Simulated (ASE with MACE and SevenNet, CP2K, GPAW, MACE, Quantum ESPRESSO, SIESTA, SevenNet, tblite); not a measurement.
# Machine-learned potentials on random packing of Si37C33N30 (at. %) (97 atoms): settings against a plane-wave reference

Wanted: machine-learned potentials inputs and outputs for random packing of Si37C33N30 (at. %) (97 atoms), checked against a plane-wave reference.

Method: the method is named at each step, in ASE with MACE and SevenNet.

### Step 1. The structure

The cell holds 97 atoms: 36 Si, 32 C and 29 N. Cell: a = 10.175 Å, b = 10.175 Å, c = 10.175 Å, α = 90.0°, β = 90.0°, γ = 90.0°. 97 atoms (36 Si, 32 C, 29 N) packed at random in a cube at 2.84 g/cm³ and pushed apart as soft spheres; a start for melting by ab initio MD, not an equilibrated structure. Then every atom was moved at random, 0.02 Å r.m.s. a Cartesian component.

The yardstick, on the same geometry:

- method: Kohn-Sham DFT, PBE, SSSP efficiency 1.3.0 pseudopotentials, plane waves (Quantum ESPRESSO 7.5); sssp-pbe-1.3.0-efficiency, cutoffs 60/480 Ry, Γ point
- r.m.s. force component: 1.787 eV/Å
- longest force: 6.218 eV/Å
- pressure: -0.931 GPa
- time: 2.5 min on 4 MPI ranks of Arm Neoverse V2, shared host
- CPU time: 9.8 min

### Step 2. MACE MP-0b2 small potential

Method: machine-learned interatomic potential MACE MP-0b2 small, trained on PBE(+U) plane-wave data.

Contents of run.py:

```python
import numpy as np
from ase.io import read
import mlip  # loads the published weights by name

atoms = read("structure.xyz")
atoms.calc = mlip.calc("mace-mp-0b2-small")
energy = atoms.get_potential_energy()
forces = atoms.get_forces()
print(f"energy {energy:.6f} eV")
print("forces (eV/A)")
for i, (a, f) in enumerate(zip(atoms, forces)):
    print(f"{i:4d} {a.symbol:2s} {f[0]:10.5f} {f[1]:10.5f} {f[2]:10.5f}")
stress = -atoms.get_stress(voigt=False) * 160.21766
print("stress (GPa, compression positive)")
for row in stress:
    print(" ".join(f"{x:10.4f}" for x in row))
```

Contents of structure.xyz:

```xyz
97
Lattice="10.17490 0.00000 0.00000 0.00000 10.17490 0.00000 0.00000 0.00000 10.17490" Properties=species:S:1:pos:R:3 pbc="T T T"
Si 8.19853 9.13370 9.74409
Si 7.09903 5.20314 2.17895
Si 5.10312 1.14498 6.85178
Si 7.14136 2.65585 2.71171
Si 1.85712 3.16104 9.09402
Si 6.98558 0.12332 5.81363
Si 9.47985 1.58871 6.50034
Si 8.57642 7.28452 7.99483
Si 5.74902 6.67616 4.10008
Si 7.17951 0.73351 3.71180
Si 10.04263 2.56591 8.36814
Si 0.60439 4.60129 7.60492
Si 8.26497 2.47983 4.89464
Si 0.60856 7.43032 2.05614
Si 1.35245 3.80378 5.45293
Si 4.31253 3.77092 1.58301
Si 5.37347 9.46632 4.57870
Si 8.15121 5.59192 5.71717
Si 5.65684 2.86423 5.54491
Si 1.91481 9.55362 4.44124
Si 3.98510 0.75396 9.70706
Si 7.56524 5.42760 8.35736
Si 5.89880 7.40417 2.07019
Si 2.55349 2.50689 0.87453
Si 5.40328 4.47787 3.30959
Si 2.98013 1.82294 6.66334
Si 4.88985 2.41929 3.57709
Si 6.51947 3.90798 7.21604
Si 9.28205 9.83526 7.44803
Si 9.38238 9.38797 5.33328
Si 0.67572 7.06769 8.48699
Si 1.31704 5.64737 2.99325
Si 8.83303 7.09598 0.15456
Si 9.07194 4.60821 9.62495
Si 3.37797 9.94790 6.13485
Si 5.77242 3.54809 9.29324
C 2.84714 0.80341 1.56551
C 4.44419 8.30791 7.24707
C 7.18887 8.47447 3.69227
C 6.72113 1.74561 8.58538
C 8.86997 9.15365 1.47597
C 0.69769 4.76816 9.42989
C 7.16343 8.33385 6.65388
C 0.63766 8.41769 6.56108
C 0.15618 9.02534 0.06247
C 2.74916 1.58321 3.56701
C 4.42150 3.02398 7.05823
C 3.03568 3.92029 4.07311
C 7.09150 0.31847 7.58956
C 5.03790 1.75629 0.69606
C 7.82450 7.28645 1.83820
C 6.47490 9.82478 10.02177
C 1.47607 6.84903 5.69855
C 2.50811 7.81381 0.34330
C 0.56562 1.50416 9.82244
C 2.09481 0.30138 10.01353
[... 37 atom lines left out ...]
N 7.49402 2.69757 0.03968
N 9.97568 4.50504 4.69521
N 5.52823 6.63739 6.83021
N 1.34360 0.86924 5.77253
```

Launch:

```console
$ OMP_NUM_THREADS=1 python run.py > output.txt
```

Output:

```text
energy -536.731889 eV
forces (eV/A)
   0 Si   -0.06357    2.47486   -0.89055
   1 Si    3.17595    2.39875   -2.07033
   2 Si    3.35963   -0.82202    1.21530
   3 Si    0.64526    0.99161   -0.80622
   4 Si    3.11618    1.42626    0.21919
   5 Si    1.41960   -1.38785    2.87293
   6 Si    2.51458    0.20160   -3.28433
   7 Si    0.26764    4.88929   -2.33760
   8 Si   -1.07716    0.52291    1.66676
   9 Si    0.09110   -2.86100   -4.15836
  10 Si   -4.84360   -0.27817    1.73988
  11 Si    0.06577    2.43540    1.17176
  12 Si    0.26968   -0.06723   -2.55410
  13 Si   -1.35457    2.88232   -0.04455
  14 Si    1.21362   -0.68976   -4.81093
  15 Si   -0.79514   -0.83991   -2.42037
  16 Si   -3.89168   -1.11494   -1.96049
  17 Si    2.02549    0.18264    0.14924
  18 Si   -0.32699    3.49571   -1.94119
  19 Si   -1.94195    1.58354    0.16361
  20 Si   -1.59293   -1.92730    0.10875
  21 Si   -4.39360    0.96377   -0.80703
  22 Si    1.19387    1.99940   -2.39576
  23 Si   -0.63386   -0.04909    1.00963
[...]
89 N     0.96173    1.03165    1.90973
  90 N     2.77086    1.11481    0.28814
  91 N     0.93143   -1.03365    2.26468
  92 N     0.12939    0.09530   -1.11675
  93 N     1.38687    1.25711    1.29939
  94 N    -0.27755    2.47184    0.51112
  95 N    -1.34432    1.25536    3.84495
  96 N     1.99830   -1.01416   -1.64142
stress (GPa, compression positive)
   -7.3041     1.0513     0.3992
    1.0513    -8.0811    -1.7186
    0.3992    -1.7186    -4.4966
```

It took 6.2 s on 1 thread of Arm Neoverse V2, shared host; peak memory 0.67 GiB.

Banners, paths, timers and routine set-up lines are dropped from the logs unmarked, and long logs keep their key lines alone; longer cuts are marked.

Numbers from this run, and their distance from the reference:

```
r.m.s. force component                  : 1.929 eV/Å
r.m.s. difference of force components   : 946.8 meV/Å
longest difference of force vectors     : 3454 meV/Å
force difference over r.m.s. force      : 52.99 %
slope of forces against the reference's : 0.9426
correlation of force components         : 0.8729
pressure                                : -6.627 GPa
pressure difference                     : -5.696 GPa
```

Length of the force difference by element (eV/Å):

```tsv
element	atoms	mean	most
C	32	1.7	2.5
N	29	1.3	2.3
Si	36	1.6	3.5
```

Local excerpt of 10 atoms (numbers count through the whole input) about C67, picked at random; x, y, z are measured from there.

```tsv
atom	x	y	z	distance (Å)	bonds	Fx	Fy	Fz (eV/Å)
C67	0.00	0.00	0.00	0.00	2	-0.91	0.56	-1.55
N88	1.33	-1.31	-0.15	1.88	1	0.27	0.36	0.19
C43	-1.42	0.75	1.16	1.98	1	0.71	0.10	1.54
Si30	0.80	1.81	-0.17	1.98	4	0.55	-2.57	-4.10
N90	0.59	-0.66	-1.82	2.02	0	0.96	1.03	1.91
Si18	-0.44	-1.99	0.22	2.05	3	2.03	0.18	0.15
C39	-1.40	0.89	-1.81	2.45	0	-1.05	-1.27	-0.64
Si8	-0.01	-0.30	2.50	2.51	3	0.27	4.89	-2.34
C44	2.23	0.84	1.06	2.60	1	0.43	-1.90	-1.27
C63	2.32	0.22	-1.30	2.67	1	1.13	-0.03	0.98
```

Atoms are counted from 1 here, from 0 in the log.

Forces lie 53 % from the reference's, at 0.010 times its CPU time (on 1 against 4 cores).

### Step 3. SevenNet 0 potential

Method: machine-learned interatomic potential SevenNet 0, trained on PBE(+U) plane-wave data.

Changes to run.py since step 2:

```diff
@@ -5,3 +5,3 @@
 atoms = read("structure.xyz")
-atoms.calc = mlip.calc("mace-mp-0b2-small")
+atoms.calc = mlip.calc("7net-0")
 energy = atoms.get_potential_energy()
```

structure.xyz is that of step 2.

Output:

```text
energy -523.439270 eV
forces (eV/A)
   0 Si   -0.66510    1.58039   -0.09842
   1 Si    3.65246    0.78638   -0.92129
   2 Si    2.15149   -0.58729    2.33147
   3 Si    0.97257    1.36054   -1.77845
   4 Si    2.61184    1.11199    0.90207
   5 Si    0.50554   -0.75001    1.75399
   6 Si    1.91739   -0.72057   -0.95821
   7 Si   -0.79566    2.48940   -1.78873
   8 Si   -0.91256    0.02914    2.43041
   9 Si    0.43593   -2.97340   -3.57071
  10 Si   -3.98302   -1.37033    0.79532
  11 Si   -1.61740    2.98239    0.38925
  12 Si    0.97402    1.28700   -1.83972
  13 Si    0.42730    1.37337   -0.66591
  14 Si   -0.39330    0.96097   -4.97120
  15 Si   -0.77553    0.21226   -2.10944
  16 Si   -2.66810   -0.87269   -1.27938
  17 Si    0.97102   -1.10632   -1.18157
  18 Si   -1.29478    2.03372   -1.04213
  19 Si   -1.24271   -0.97107   -0.28856
  20 Si   -0.24111   -2.64239   -0.56137
  21 Si   -2.30360    1.81809    0.08899
  22 Si    0.89181    1.42796   -2.88598
  23 Si   -0.95573    0.43203    2.16615
[...]
89 N     1.55162    1.56764    2.57037
  90 N     1.75215    0.22873    0.83111
  91 N     0.14540   -1.00616    1.19369
  92 N     0.83853   -0.12889   -2.96800
  93 N     0.80123    1.33416    0.48148
  94 N     0.45900    1.82281    1.36508
  95 N    -1.85409    2.24906    4.60609
  96 N     1.65646   -0.46748   -1.45084
stress (GPa, compression positive)
  -12.2238     0.7018    -0.1370
    0.7018   -10.6711    -3.3992
   -0.1370    -3.3992   -11.1412
```

It took 7.6 s on 1 thread; peak memory 1.1 GiB.

Numbers from this run, and their distance from the reference:

- r.m.s. force component: 1.81 eV/Å
- r.m.s. difference of force components: 855.4 meV/Å
- longest difference of force vectors: 3651 meV/Å
- force difference over r.m.s. force: 47.88 %
- slope of forces against the reference's: 0.8987
- correlation of force components: 0.887
- pressure: -11.35 GPa
- pressure difference: -10.41 GPa

Against the first run (53 %), the force difference from the reference is 48 %, at 1.2 times the CPU time.

### Step 4. MACE MPA-0 medium potential

Method: machine-learned interatomic potential MACE MPA-0 medium, trained on PBE(+U) plane-wave data.

Changes to run.py since step 3:

```diff
@@ -5,3 +5,3 @@
 atoms = read("structure.xyz")
-atoms.calc = mlip.calc("7net-0")
+atoms.calc = mlip.calc("mace-mpa-0-medium")
 energy = atoms.get_potential_energy()
```

structure.xyz is that of step 3.

Output:

```text
energy -525.811994 eV
forces (eV/A)
   0 Si    0.52307    1.92283    0.76652
   1 Si    3.45381    1.41422   -1.71654
   2 Si    2.40802   -1.47198    2.24794
   3 Si    1.28512    1.58117   -2.26178
   4 Si    2.30209    1.38444    2.04043
   5 Si    1.75307   -1.63320    1.02218
   6 Si    1.86280   -0.25040   -1.96769
   7 Si   -0.67979    3.12364   -2.28418
   8 Si   -1.52955    0.74785    2.24203
   9 Si   -0.26018   -2.99557   -3.07418
  10 Si   -4.41102   -1.24467    0.86560
  11 Si   -1.50750    3.40368   -2.32185
  12 Si    1.57770   -0.54287   -1.31786
  13 Si   -1.07107    1.70503   -0.32302
  14 Si    0.41773    0.58707   -4.84253
  15 Si   -0.66676   -0.44735   -2.69235
  16 Si   -2.35932   -1.58139   -1.65825
  17 Si   -0.55741    0.75883    0.07407
  18 Si    0.09469    2.38966   -1.44449
  19 Si   -1.01375    0.05609   -0.44764
  20 Si   -0.69187   -2.92635   -1.38229
  21 Si   -2.67344    1.23139   -0.71775
  22 Si    0.92493    1.78176   -3.97589
  23 Si   -1.82172    0.54890    3.12630
[...]
89 N     2.23909    1.72702    2.10531
  90 N     1.97308    0.04463    0.07936
  91 N     0.70623   -0.56965    2.02821
  92 N     0.59304   -0.01612   -2.54340
  93 N    -0.06633    2.40072    1.27246
  94 N     0.26084    1.69824    1.05411
  95 N    -2.60620    2.43197    4.15990
  96 N     1.35223   -0.22829   -1.98809
stress (GPa, compression positive)
   -7.6284     1.0920     0.1888
    1.0920    -6.3181    -3.1093
    0.1888    -3.1093    -3.4149
```

The job ended after 7.9 s (1 thread; peak memory 1.3 GiB).

Against the reference:

```yaml
r_m_s_force_component: 1.886 eV/Å
r_m_s_difference_of_force_components: 578.9 meV/Å
longest_difference_of_force_vectors: 1867 meV/Å
force_difference_over_r_m_s_force: 32.4 %
slope_of_forces_against_the_reference_s: 1.005
correlation_of_force_components: 0.9517
pressure: -5.787 GPa
pressure_difference: -4.856 GPa
```

Against the first run (53 %), the force difference from the reference is 32 %, at 1.3 times the CPU time.

### Step 5. All runs compared

Differences are against the plane-wave reference, forces as r.m.s. over components; share is that over the reference's r.m.s. force, slope the least-squares factor from reference forces to these. Total energies of different programs have different zeros and aren't compared.

```tsv
run	Δ force, r.m.s. (meV/Å)	share (%)	slope	Δ pressure (GPa)	cores	CPU time	memory (GiB)
reference	-	-	-	-	4	9.8 min	3.8
MACE MP-0b2 small potential	947	53.0	0.943	-5.70	1	6.2 s	0.67
SevenNet 0 potential	855	47.9	0.899	-10.4	1	7.5 s	1.1
MACE MPA-0 medium potential	579	32.4	1.005	-4.86	1	7.9 s	1.3
```

Times of the machine-learned potentials are mostly Python's start and the loading of weights.

CPU time is summed over cores on a shared host, where runs went side by side, so it is rough. Symmetry, cutoffs, thresholds, outputs and thread counts weren't matched or tuned between programs; memory under MPI is the largest rank's times the ranks.

A second geometry, displaced anew (every atom was moved at random, 0.06 Å r.m.s. a Cartesian component), gives an energy difference that all programs can be tested on. The reference puts it at 31.23 meV/atom.

```tsv
run	energy less the first geometry's (meV/atom)	error (meV/atom)	force share at the second geometry (%)
MACE MP-0b2 small potential	10.60	-20.6	44.0
SevenNet 0 potential	10.17	-21.1	44.1
MACE MPA-0 medium potential	30.44	-0.790	26.5
```

### Step 6. Results

| Quantity | Value |
| --- | --- |
| nearest in forces | MACE MPA-0 medium potential, 32 % |
| its CPU time | 7.9 s |

**Reading.** Machine-learned potentials differ by 32 % (MACE MPA-0 medium potential) to 53 % (MACE MP-0b2 small potential); they were trained on other programs' data. The energy difference between the two geometries, 31.2 meV/atom in the reference, is met best by MACE MPA-0 medium potential (-0.79) and worst by MACE MP-0b2 small potential (-20.6) and SevenNet 0 potential (-21.1). The reference's pressure holds the uncorrected Pulay stress of its 60 Ry basis, so small pressure differences, and their order, may be the reference's own error. The electron count is odd in QE PBE, sssp-1.3.0-efficiency, 60/480 Ry, and they have no spin polarisation, so the unpaired electron is spread evenly over both spins. Machine-learned potentials mimic data converged in k, so the reference's own k-point error enters their differences. The reference's stress is far from hydrostatic: its diagonal is -3.0, -1.1, 1.2 GPa, compression counted positive. The electronic-structure runs sample only Γ, in a cell whose shortest periodic width is 10 Å, which is coarse for a cell with partly filled levels.

[Also dropped from logs without a mark: logging warnings of Python, and SIESTA's first energy breakdown and zero terms.]

[Logs are printed without paths, hosts, clocks, repeated set-up lines and the standing remarks that a program may print on its own settings, such as how far it seeks lower states.]

[Hosts, paths, dates, database ids (printed as entryN), source tags and the programs' standing remarks are cut or masked in the printed files.]
